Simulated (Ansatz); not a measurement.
# Bands, cutoff and cost in G0W0 for GeH6CI3N (CH3NH3GeI3)

Aim: see how the G0W0 gap of GeH6CI3N (CH3NH3GeI3) on PBEsol moves with empty bands and screening cutoff, and what each rung costs.

Main program and level: Ansatz 0.2.0; G0W0 on PBEsol, plane waves, PAW; PAW set soft_1.

The structure was built from a prototype and need not be the compound's stable phase.

**1. Set-up**

The cell holds 12 atoms: 1 C, 1 N, 6 H, 1 Ge and 3 I. Cell: a = 5.871 Å, b = 5.949 Å, c = 5.866 Å, α = 88.2°, β = 88.7°, γ = 84.4°. It derives from C1Ge1H6I3N1.

As a file:

```
C N H Ge I
1.0
     5.86307    0.28961    0.06185
     0.28961    5.94142    0.09141
     0.06185    0.09141    5.86489
C N H Ge I
1 1 6 1 3
Cartesian
  5.7676 5.7857 5.9156
  0.4771 0.6031 0.0639
  6.3581 4.8637 5.8260
  1.4612 6.7312 5.1953
  4.8812 0.0008 4.9147
  -0.0490 1.4938 0.1680
  4.7569 -0.3040 0.8365
  1.3698 6.4373 1.0028
  3.2235 3.2670 3.1923
  3.1553 2.9408 0.0808
  2.6406 0.0750 2.9698
  0.0798 2.8714 2.9319
```

The structure was relaxed with PBEsol-D3(BJ). The runs that relaxed it are not among those shown. Spin-orbit coupling is left out unless a step names it.

**2. 173 empty bands, screening to 52 eV**

Now the one-shot GW correction: screening in the RPA, then the self-energy of the levels asked for. This step takes PAW set soft_1 files.

The input, input.yaml:

```yaml
crystal:
  lattice:
    - [5.8630711863, 0.2896105377, 0.0618450382]
    - [0.2896105377, 5.9414246786, 0.091408338]
    - [0.0618450382, 0.091408338, 5.8648889541]
  atoms:
    - { symbol: C, position: [0.9282061927, 0.9134021167, 0.9846224898] }
    - { symbol: "N", position: [0.0764546859, 0.097646897, 0.0085587277] }
    - { symbol: H, position: [1.0369851614, 0.7531233599, 0.9706938083] }
    - { symbol: H, position: [0.1852165616, 1.1105705405, 0.8665654291] }
    - { symbol: H, position: [0.8263853188, -0.0529096915, 0.8300969694] }
    - { symbol: H, position: [-0.0210627329, 0.2520612321, 0.0249310054] }
    - { symbol: H, position: [0.8144927943, -0.0929478115, 0.1354900582] }
    - { symbol: H, position: [0.1790586382, 1.0723934485, 0.1523746068] }
    - { symbol: Ge, position: [0.518690855, 0.5164188802, 0.5307891582] }
    - { symbol: I, position: [0.5149504902, 0.4698515314, 0.0010197888] }
    - { symbol: I, position: [0.4459210691, -0.0168305148, 0.5019309052] }
    - { symbol: I, position: [-0.0151168563, 0.4764345857, 0.4926325186] }
kpoints:
  mp_grid: { grid: [4, 4, 4] }
hamiltonian:
  xc: pbesol
  pseudopotentials: { kind: paw, azcp: { folder: soft_1 }, xc_functional: pbe }
scf:
  occupations: { method: fixed }
gw:
  n_empty_bands: 173
  ecut_chi: 52
  qp_bands: [v4, c4]
  qp_kpoints: band_edges
  screening: { model: contour_deformation }
```

Started as:

```sh
$ ansatz run input.yaml --threads 2 --pin off --max-ram 92160MiB --backend cuda --events-out ev --progress --plain --runs-dir out --devices 1 --max-vram 13GiB
```

Numbers of over 12 decimals in the logs are rounded to 6 here.

Log:

```text
GPUs: using 1 of 1 available (devices: 1).
Engine: ansatz 0.2.0, x86_64-unknown-linux-gnu
Pseudopotentials: kind: paw
Pseudopotential: C, paw, valence charge 4, recommended cutoff 420 eV (normal), soft_1/C.paw.azcp
Pseudopotential: N, paw, valence charge 5, recommended cutoff 420 eV (normal), soft_1/N.paw.azcp
Pseudopotential: H, paw, valence charge 1, recommended cutoff 420 eV (normal), soft_1/H.paw.azcp
Pseudopotential: Ge, paw, valence charge 14, recommended cutoff 420 eV (normal), soft_1/Ge.paw.azcp
Pseudopotential: I, paw, valence charge 17, recommended cutoff 420 eV (normal), soft_1/I.paw.azcp
Functional definition: PBEsol
  exchange = pbesol_x
  correlation = pbesol_c
device memory: the entry about to start is reckoned to put 2.2 GiB on a device that reports 56.6 GiB free (of which the cap on the GPU budget leaves the run 13.0 GiB)
GPU FFT provider: cuFFT
GPU libraries: cuBLAS 13.8.2, cuFFT 12.4.0, cuSOLVER 12.3.4
Crystal: 12 atoms, lattice volume = 203.743 Å³
Basis set: ecut = 420 eV, 3977 PW (Γ)
Bands: 52, of which v1, the nominal top of the filled ones, is band 40 counted from 1 (39 counted from 0)
Symmetry: 1 space group operations
Space group: P1 (ITA 1), of the structure as read, at distance tolerance 5.9e-5 Å
k-points: 36 of 64 (time reversal used)
Non-local potential: C, projectors of the file, l = 0: 2, l = 1: 2, l = 2: 1
Non-local potential: N, projectors of the file, l = 0: 2, l = 1: 2, l = 2: 1
Non-local potential: H, projectors of the file, l = 0: 2, l = 1: 1
Non-local potential: Ge, projectors of the file, l = 0: 2, l = 1: 2, l = 2: 3, l = 3: 1
Non-local potential: I, projectors of the file, l = 0: 2, l = 1: 2, l = 2: 2, l = 3: 1
PAW form: soft (Blöchl's): semilocal exchange-correlation on the pseudo side does not see the compensation charge
PAW frozen core: C, regenerated for the run's functional, and the local potential with it (the file was generated under x = pbe(κ = 0.804, μ = 0.219515), c = pbe(β = 0.066725))
PAW frozen core: N, regenerated for the run's functional, and the local potential with it (the file was generated under x = pbe(κ = 0.804, μ = 0.219515), c = pbe(β = 0.066725))
PAW frozen core: Ge, regenerated for the run's functional, and the local potential with it (the file was generated under x = pbe(κ = 0.804, μ = 0.219515), c = pbe(β = 0.066725))
PAW frozen core: I, regenerated for the run's functional, and the local potential with it (the file was generated under x = pbe(κ = 0.804, μ = 0.219515), c = pbe(β = 0.066725))
PAW one-centre angular grid: C, 110 points (default); XC on 64 Gauss nodes
PAW one-centre angular grid: N, 110 points (default); XC on 64 Gauss nodes
PAW one-centre angular grid: H, 110 points (default); XC on 64 Gauss nodes
PAW one-centre angular grid: Ge, 590 points (default); XC on 64 Gauss nodes
PAW one-centre angular grid: I, 590 points (default); XC on 64 Gauss nodes
Initial density: superposition of atomic densities (chi_scale 0.1, normalization cell), built separately for each of the 2 bonded fragments (scf.initial_density.interfragment_charge_transfer: auto; true builds it for the cell as a whole; a typed value also counts as a typed key of the start: scf.initial_density.chi_scale says what that changes, if anything)
Initial wavefunctions: pseudopotential atomic-orbital guess
GPU buffer pool allocated for 64000 grid points (all kernels)
GPU transforms: local potential and band sums: pruned to the plane-wave sphere, on 40×40×40
Functional: x = pbesol(κ = 0.804, μ = 0.123457), c = pbesol(β = 0.046)
SCF iter   1: F=—  HF=-27276.715528 eV  |F-HF|=—  |Δ(HF+E_count)|=         —  Δρ=6.60e-2  dr2=9.55e0  ethr=3.10e-3  ⟨swp⟩=5.0  Hψ=6426  notcnv=0  defer=316
preconditioner: auto → Resta (q_TF=auto, 2.335 Å⁻¹)  ε∞=2.9  [insulator: Δε(μ)=0.354 eV  Ē_g=11.639 eV  n_scr=36 (ndim 8)  ℏωp=16.0 eV  f_vac=0.030  ε∞_Penn≈2.9]
SCF iter   2: F=—  HF=-27274.067454 eV  |F-HF|=—  |Δ(HF+E_count)|=    2.65e0  Δρ=2.98e-2  dr2=1.38e0  ethr=3.10e-3  ⟨swp⟩=3.0  Hψ=3341  notcnv=0  defer=344
SCF iter   3: F=—  HF=-27273.664976 eV  |F-HF|=—  |Δ(HF+E_count)|=   4.02e-1  Δρ=8.47e-3  dr2=1.24e-1  ethr=1.73e-3  ⟨swp⟩=2.0  Hψ=3151  notcnv=0  defer=356
SCF iter   4: F=—  HF=-27273.650492 eV  |F-HF|=—  |Δ(HF+E_count)|=   1.45e-2  Δρ=2.19e-3  dr2=9.40e-3  ethr=1.55e-4  ⟨swp⟩=3.0  Hψ=3217  notcnv=0  defer=359
SCF iter   5: F=—  HF=-27273.650996 eV  |F-HF|=—  |Δ(HF+E_count)|=   5.04e-4  Δρ=8.73e-4  dr2=1.44e-3  ethr=1.18e-5  ⟨swp⟩=3.0  Hψ=2693  notcnv=0  defer=360
SCF iter   6: F=—  HF=-27273.652795 eV  |F-HF|=—  |Δ(HF+E_count)|=   1.80e-3  Δρ=2.01e-4  dr2=1.08e-4  ethr=1.80e-6  ⟨swp⟩=2.1  Hψ=2623  notcnv=0  defer=360
SCF iter   7: F=—  HF=-27273.652944 eV  |F-HF|=—  |Δ(HF+E_count)|=   1.49e-4  Δρ=1.17e-4  dr2=2.78e-5  ethr=1.35e-7  ⟨swp⟩=2.0  Hψ=2383  notcnv=0  defer=359
SCF iter   8: F=—  HF=-27273.652951 eV  |F-HF|=—  |Δ(HF+E_count)|=   7.31e-6  Δρ=2.44e-5  dr2=1.57e-6  ethr=3.47e-8  ⟨swp⟩=2.0  Hψ=2422  notcnv=0  defer=357
SCF iter   9: F=—  HF=-27273.652953 eV  |F-HF|=—  |Δ(HF+E_count)|=   2.39e-6  Δρ=5.89e-6  dr2=1.12e-7  ethr=1.96e-9  ⟨swp⟩=2.0  Hψ=2389  notcnv=0  defer=357
SCF iter  10: F=-27273.652954 eV  HF=-27273.652954 eV  |F-HF|=1.10e-8  |Δ(HF+E_count)|=   1.56e-7  Δρ=1.65e-6  dr2=9.41e-9  ethr=1.25e-10  ⟨swp⟩=16.6  Hψ=10212  notcnv=0
SCF 1 converged in 10 iterations: F = -27273.652954 eV  dr2 = 9.41e-9
  greatest PAW one-centre occupation: 0.999 electrons in one spin orbital (limit 2), on the I atom at site 11 (counted from 0), in its partial waves of l = 2
device memory: the entry about to start is reckoned to put 2.5 GiB (of the 2.6 GiB reckoned in all, the device holds 0.2 GiB already) on a device that reports 52.7 GiB free (of which the cap on the GPU budget leaves the run 12.9 GiB)
NSCF: frozen V_eff on 36 k-points
the band table was solved once the SCF had ended and its energy, with any forces and stress, was formed, with the checks that follow a solve (8570 applications of the Hamiltonian). They found nothing against the state; the energy, forces and stress were not computed again (output.eigenvalues in the input reference)
device memory: the entry about to start is reckoned to put 3.7 GiB on a device that reports 52.6 GiB free (of which the cap on the GPU budget leaves the run 13.0 GiB)
NSCF: frozen V_eff on 36 k-points
G₀W₀ screening: q 1/36
[... further progress lines ...]
SCF converged after 10 iterations
Free energy (F): -27273.652954 eV
Harris-Foulkes:  -27273.652954 eV  (|F-HF|=1.10e-8)
Internal energy: -27273.652954 eV  (E = F + TS)
E sigma→0 (E₀):  -27273.652954 eV
Fermi energy:    4.989732 eV
--- Per-component energies (eV) ---
  E_band       = -1465.447809
  E_kinetic    = 869.029862
  E_local      = -10162.772537  (includes V_loc(G=0)·N_el)
  E_nonlocal   = 628.744732
  E_hartree    = 4547.628727
  E_xc         = -549.929023
  E_vxc        = -597.257804  (∫ρ·V_xc dr)
  E_paw        = -16299.889794  (= ΣΔE_a)
  E_vpaw       = -1298.435243  (= ΣTr[D̂ρ^β])
  E_aug_tail   = -0.012677  (compensation charges beyond the density's cutoff)
  E_ewald      = -6308.655788
  E_core_change = 2.203545  (= ΣΔE_core)
  E_smearing   = -0.000000  (= −TS)
  E_closure    = 0.000000  (closes the sum)
  Σ components = -27273.652954   (vs F -27273.652954, Δ=0.00e0)
--- Band table (eV; the first three rows and the last of 36) ---
  k-point 0: bands = [... 36 lower, 3.2729, 3.3070, 3.4216, 3.6635, 8.0161, 8.4433, 8.9632, 9.0771, ... 8 higher]
  k-point 1: bands = [... 36 lower, 3.0389, 3.1625, 3.4476, 3.6234, 8.1337, 8.4293, 8.7527, 9.3946, ... 8 higher]
  k-point 2: bands = [... 36 lower, 3.1001, 3.2550, 3.5633, 3.9046, 6.5471, 8.4304, 9.4533, 9.7685, ... 8 higher]
  k-point 35: bands = [... 36 lower, 3.7258, 3.9662, 3.9845, 4.9897, 5.8582, 5.9510, 6.2015, 8.7639, ... 8 higher]
--- G₀W₀: contour deformation, 7 samples at zero and on the imaginary axis and 2 off it, 64 q-points, 173 empty bands' worth ---
  eigenvalues of the whole cell's RPA ε∞ on this k-mesh (on a slab, of 1 + 4πα/V) = 9.0390, 11.8889, 13.9501; static W/v taken at q = 0 is 0.086470
  gw.qp_kpoints: band_edges: 15 of 36 stored k-points solved, in 1 pass; an edge of the gap read off the rows below is read off those points alone
    valence top: of the k-points left out ik 32 came nearest to being solved in a further pass, in band 40 (counted from 1, as in the quasiparticle table): it holds the edge there only if its correction is more favourable than any solved in that band by at least 0.748 eV; those differ by 0.586 eV
    conduction bottom: of the k-points left out ik 32 came nearest to being solved in a further pass, in band 41 (counted from 1, as in the quasiparticle table): it holds the edge there only if its correction is more favourable than any solved in that band by at least 0.512 eV; those differ by 0.184 eV
    ik  band        ε_KS         Σx   Σc(E_QP)       V_xc       Z   E_QP_lin       E_QP  E_QP is
     0    37      3.2729   -17.1114     2.5270   -14.1901  0.7299     2.8714     2.8787  root
     0    38      3.3070   -17.1038     2.5373   -14.1680  0.7294     2.9011     2.9087  root
     0    39      3.4216   -17.2662     2.4683   -14.4454  0.7318     3.0636     3.0691  root
     0    40      3.6635   -17.3289     2.3873   -14.6012  0.7362     3.3184     3.3232  root
     0    41      8.0161    -5.3770    -3.6210    -9.4992  0.7790     8.5273     8.5174  root
     0    42      8.4433    -7.2050    -3.8867   -11.7351  0.7509     9.1074     9.0867  root
     0    43      8.9632    -5.9234    -3.8233   -10.2655  0.7577     9.4959     9.4821  root
     0    44      9.0771    -4.8050    -3.6883    -8.9459  0.7717     9.5381     9.5297  root
     1    37      3.0389   -16.8607     2.5738   -13.8680  0.7253     2.6109     2.6201  root
     1    38      3.1625   -17.0959     2.4959   -14.2235  0.7298     2.7793     2.7860  root
     1    39      3.4476   -16.9699     2.3238   -14.3296  0.7315     3.1266     3.1312  root
     1    40      3.6234   -17.2265     2.3984   -14.4767  0.7350     3.2668     3.2720  root
     1    41      8.1337    -8.4948    -3.7721   -12.8946  0.7545     8.7937     8.7614  root
     1    42      8.4293    -7.1553    -3.7966   -11.5053  0.7488     8.9996     8.9826  root
     1    43      8.7527    -6.2401    -3.8304   -10.7436  0.7718     9.4469     9.4258  root
     1    44      9.3946    -5.1785    -3.7840    -9.4946  0.7668     9.9385     9.9268  root
     2    37      3.1001   -17.3564     2.6402   -14.3082  0.7280     2.6846     2.6922  root
     2    38      3.2550   -17.1449     2.6220   -14.0885  0.7296     2.8109     2.8207  root
     2    39      3.5633   -17.1383     2.4002   -14.3836  0.7334     3.2034     3.2089  root
     2    40      3.9046   -16.7825     1.6175   -15.1136  0.7412     3.8530     3.8531  root
     2    41      6.5471    -9.0162    -3.2680   -12.8684  0.7473     7.1484     7.1313  root
     2    42      8.4304    -7.3883    -3.8644   -11.8135  0.7373     9.0090     8.9912  root
     2    43      9.4533    -5.2921    -3.7599    -9.6269  0.7735    10.0410    10.0281  root
     2    44      9.7685    -6.0106    -3.9614   -10.6747  0.7659    10.4983    10.4711  root
[...]
35    37      3.7258   -17.4712     2.4177   -14.6836  0.7402     3.3505     3.3559  root
    35    38      3.9662   -17.5612     2.3688   -14.8553  0.7402     3.6247     3.6291  root
    35    39      3.9845   -17.5962     2.3873   -14.8590  0.7406     3.6298     3.6346  root
    35    40      4.9897   -15.6608     0.5829   -15.3130  0.7586     5.2237     5.2248  root
    35    41      5.8582    -9.4156    -2.7878   -12.6802  0.7543     6.3426     6.3350  root
    35    42      5.9510    -8.8803    -3.0701   -12.4952  0.7562     6.5067     6.4958  root
    35    43      6.2015    -8.6533    -3.1551   -12.3479  0.7551     6.7523     6.7410  root
    35    44      8.7639    -5.1222    -3.7270    -9.4650  0.7846     9.3954     9.3796  root
```

Elapsed: 55 s, on 1 × NVIDIA H100 80GB HBM3 (shared by 6 runs) with 2 threads of AMD EPYC 7R13 (Zen 3), shared host; peak memory 1.8 GiB.

The column dr2 measures how far the density is from self-consistency, as an energy; F and HF (Harris–Foulkes) agree once it is small.

This step gave:

| Property | Result |
| --- | --- |
| bands summed | 213 |
| RPA ε∞ on this mesh (eigenvalues) | 9.039, 11.89, 13.95 |
| plane waves in the screening matrix | 179 |
| q-points in the mesh | 64 |
| G0W0 gap on the mesh | 1.110 eV |
| k of the valence top | -0.5, -0.5, -0.5 |
| k of the conduction bottom | -0.5, -0.5, -0.5 |
| starting gap on the mesh | 0.8685 eV |
| Z at the valence top | 0.7586 |
| Z at the conduction bottom | 0.7543 |
| least direct G0W0 gap on the computed points | 1.110 eV |

The gap on the mesh goes from 0.87 eV to 1.11 eV, a correction of +0.24 eV. Between the two edge states, bare exchange in place of the xc potential would open the gap by 3.61 eV, and correlation takes back 3.37 eV.

**3. 685 empty bands, screening to 130 eV**

Another rung: the empty bands reach about as high as the screening cutoff, so the two stay in balance.

input.yaml: that of step 2 with these lines changed.

```diff
@@ -26,4 +26,4 @@
 gw:
-  n_empty_bands: 173
-  ecut_chi: 52
+  n_empty_bands: 685
+  ecut_chi: 130.0
   qp_bands: [v4, c4]
```

Log:

```text
GPUs: using 1 of 1 available (devices: 1).
[...]
GPU FFT provider: cuFFT
GPU libraries: cuBLAS 13.8.2, cuFFT 12.4.0, cuSOLVER 12.3.4
Crystal: 12 atoms, lattice volume = 203.743 Å³
Basis set: ecut = 420 eV, 3977 PW (Γ)
Bands: 52, of which v1, the nominal top of the filled ones, is band 40 counted from 1 (39 counted from 0)
[... 1 set-up line as in the run before ...]
[...]
k-points: 36 of 64 (time reversal used)
[...]
GPU buffer pool allocated for 64000 grid points (all kernels)
[...]
SCF iter   1: F=—  HF=-27276.715528 eV  |F-HF|=—  |Δ(HF+E_count)|=         —  Δρ=6.60e-2  dr2=9.55e0  ethr=3.10e-3  ⟨swp⟩=5.0  Hψ=6426  notcnv=0  defer=316
[...]
SCF iter  10: F=-27273.652954 eV  HF=-27273.652954 eV  |F-HF|=1.10e-8  |Δ(HF+E_count)|=   1.56e-7  Δρ=1.65e-6  dr2=9.41e-9  ethr=1.25e-10  ⟨swp⟩=16.6  Hψ=10212  notcnv=0
SCF 1 converged in 10 iterations: F = -27273.652954 eV  dr2 = 9.41e-9
[...]
NSCF: frozen V_eff on 36 k-points
[...]
G₀W₀ screening: q 1/36
[... further progress lines ...]
SCF converged after 10 iterations
Free energy (F): -27273.652954 eV
[...]
Internal energy: -27273.652954 eV  (E = F + TS)
E sigma→0 (E₀):  -27273.652954 eV
Fermi energy:    4.989732 eV
[...]
--- Band table (eV; the first three rows and the last of 36) ---
  k-point 0: bands = [... 36 lower, 3.2729, 3.3070, 3.4216, 3.6635, 8.0161, 8.4433, 8.9632, 9.0771, ... 8 higher]
  k-point 1: bands = [... 36 lower, 3.0389, 3.1625, 3.4476, 3.6234, 8.1337, 8.4293, 8.7527, 9.3946, ... 8 higher]
  k-point 2: bands = [... 36 lower, 3.1001, 3.2550, 3.5633, 3.9046, 6.5471, 8.4304, 9.4533, 9.7685, ... 8 higher]
  k-point 35: bands = [... 36 lower, 3.7258, 3.9662, 3.9845, 4.9897, 5.8582, 5.9510, 6.2015, 8.7639, ... 8 higher]
[...]
0    37      3.2729   -17.1114     2.1326   -14.1901  0.7256     2.4413     2.4842  root
     0    38      3.3070   -17.1038     2.1472   -14.1680  0.7250     2.4749     2.5185  root
     0    39      3.4216   -17.2662     2.0558   -14.4454  0.7275     2.6186     2.6565  root
     0    40      3.6635   -17.3289     1.9616   -14.6012  0.7315     2.8619     2.8975  root
     0    41      8.0161    -5.3770    -3.8287    -9.4992  0.7772     8.3126     8.3096  root
     0    42      8.4433    -7.2050    -4.1866   -11.7351  0.7471     8.7920     8.7868  root
     0    43      8.9632    -5.9234    -4.0765   -10.2655  0.7548     9.2316     9.2289  root
     0    44      9.0771    -4.8050    -3.8991    -8.9459  0.7702     9.3212     9.3190  root
[...]
35    41      5.8582    -9.4156    -3.1577   -12.6802  0.7518     5.9655     5.9652  root
    35    42      5.9510    -8.8803    -3.4183   -12.4952  0.7539     6.1487     6.1476  root
    35    43      6.2015    -8.6533    -3.4941   -12.3479  0.7528     6.4032     6.4020  root
    35    44      8.7639    -5.1222    -3.9154    -9.4650  0.7821     9.1974     9.1912  root
```

The job ended after 4.7 min (1 × NVIDIA H100 80GB HBM3 (shared by 6 runs) with 2 threads; peak memory 5.8 GiB; 6.9 min of CPU time).

Numbers from this step:

| Property | Result |
| --- | --- |
| bands summed | 725 |
| RPA ε∞ on this mesh (eigenvalues) | 9.005, 11.85, 13.90 |
| plane waves in the screening matrix | 689 |
| q-points in the mesh | 64 |
| G0W0 gap on the mesh | 1.277 eV |
| k of the valence top | -0.5, -0.5, -0.5 |
| k of the conduction bottom | -0.5, -0.5, -0.5 |
| starting gap on the mesh | 0.8685 eV |
| Z at the valence top | 0.7539 |
| Z at the conduction bottom | 0.7518 |
| least direct G0W0 gap on the computed points | 1.277 eV |

Against the run with 4×4×4 mesh, 173 empty bands, screening to 52 eV, PAW set soft_1 files, the gap moves by +0.17 eV.

**4. Side by side**

Times are wall times on 1 × NVIDIA H100 80GB HBM3 (shared by 6 runs) with 2 threads of AMD EPYC 7R13 (Zen 3), shared host, good to a factor of about two.

| mesh | files | frequency | bands summed | cutoff (eV) | start (eV) | G0W0 (eV) | time | host memory (GiB) |
| --- | --- | --- | --- | --- | --- | --- | --- | --- |
| 4×4×4 | PAW set soft_1 | contour deformation | 213 | 52 | 0.869 | 1.110 | 55 s | 1.8 |
| 4×4×4 | PAW set soft_1 | contour deformation | 725 | 130 | 0.869 | 1.277 | 4.7 min | 5.8 |

How the two edges are built up, in eV (the quasiparticle level is the starting level plus Σx plus Σc less Vxc):

| run | edge | start | Σx | Σc | Vxc | Z | QP |
| --- | --- | --- | --- | --- | --- | --- | --- |
| 213 bands | valence top | 4.99 | -15.66 | 0.58 | -15.31 | 0.76 | 5.22 |
| 213 bands | conduction bottom | 5.86 | -9.42 | -2.79 | -12.68 | 0.75 | 6.33 |
| 725 bands | valence top | 4.99 | -15.66 | 0.05 | -15.31 | 0.75 | 4.69 |
| 725 bands | conduction bottom | 5.86 | -9.42 | -3.16 | -12.68 | 0.75 | 5.97 |

**5. What came out**

* 213 bands, 52 eV: 1.110 eV
* 725 bands, 130 eV: 1.277 eV
* estimated limit in bands and cutoff: 1.35 eV
* mesh and start: 4×4×4, PBEsol

In words: A line in one over the bands through the two rungs gives 1.35 eV, +0.07 eV from the top rung; with two points alone it is an unchecked estimate. The rungs stand 0.24 eV (213 bands) and 0.07 eV (725 bands) from it. From 213 to 725 bands the gap moves by +0.17 eV while the time grows 5.2-fold. Σc changes by −0.54 eV at the valence top and −0.37 eV at the conduction bottom, so the levels themselves move more than the gap between them. The 4×4×4 mesh is coarse for this cell (its supercell is 23 Å along the shortest edge). The RPA ε∞ on it, from the PBEsol start, is 9.01, 11.85 and 13.90; such meshes misread the long-range screening, most where the gap is narrow. The many-body steps are scalar-relativistic: spin-orbit coupling is not in them.

[Paths, hosts, dates, memory and timing lines, banners, echoed tables and standing remarks are left out of the program output.]

[Logs are printed without paths, hosts, clocks, repeated set-up lines and the standing remarks that a program may print on its own settings, such as how far it seeks lower states.]

[Runs of the session that timed out or met a known fault of the program may be left out.]

[Cells called generated may have been cut or substituted from an entry of the Crystallography Open Database or the Materials Project.]

[Hosts, paths, dates, database ids (printed as entryN), source tags and the programs' standing remarks are cut or masked in the printed files.]
